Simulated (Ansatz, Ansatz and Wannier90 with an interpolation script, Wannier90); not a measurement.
Rows from a G0W0 calculation on AlH3 (R-3c) (Ansatz 0.2.0; G0W0 on LDA, plane waves, PAW; 4×4×4 mesh, 281 empty bands, screening to 150 eV), in eV. Spin-orbit coupling is left out.

```
row                        k  band  start       Σx  Σc at the solution      Vxc
  A                        Γ    v1  0.986  -15.355               2.133  -11.876
  B  (0.000, -0.500, -0.500)    c2  8.361   -6.666              -4.582  -11.935
  C                        Γ    c1  2.999   -8.278              -3.645  -12.868
  D  (0.000, -0.500, -0.500)    c1  6.339   -4.863              -3.985   -9.371
  E  (0.000, -0.500, -0.500)    v1  0.982  -14.587               1.947  -11.389
  F                        Γ    c2  6.651   -3.646              -4.219   -8.527
```

Question: Give the quasiparticle energies and the shift of each level.

The quasiparticle equation reads E = start + Σx + Σc(E) − Vxc.

```
row  E (eV)  shift (eV)
  A  -0.360      −1.346
  B   9.049      +0.687
  C   3.944      +0.945
  D   6.863      +0.523
  E  -0.269      −1.251
  F   7.313      +0.663
```

The gap over the computed points goes from 1.96 eV to 4.21 eV.

Limits: not at the basis limit.

[Paths, hosts, dates, memory and timing lines, banners, echoed tables and standing remarks are left out of the program output.]

[Logs are printed without paths, hosts, clocks, repeated set-up lines and the standing remarks that a program may print on its own settings, such as how far it seeks lower states.]

[Runs of the session that timed out or met a known fault of the program may be left out.]

[Hosts, paths, dates, database ids (printed as entryN), source tags and the programs' standing remarks are cut or masked in the printed files.]
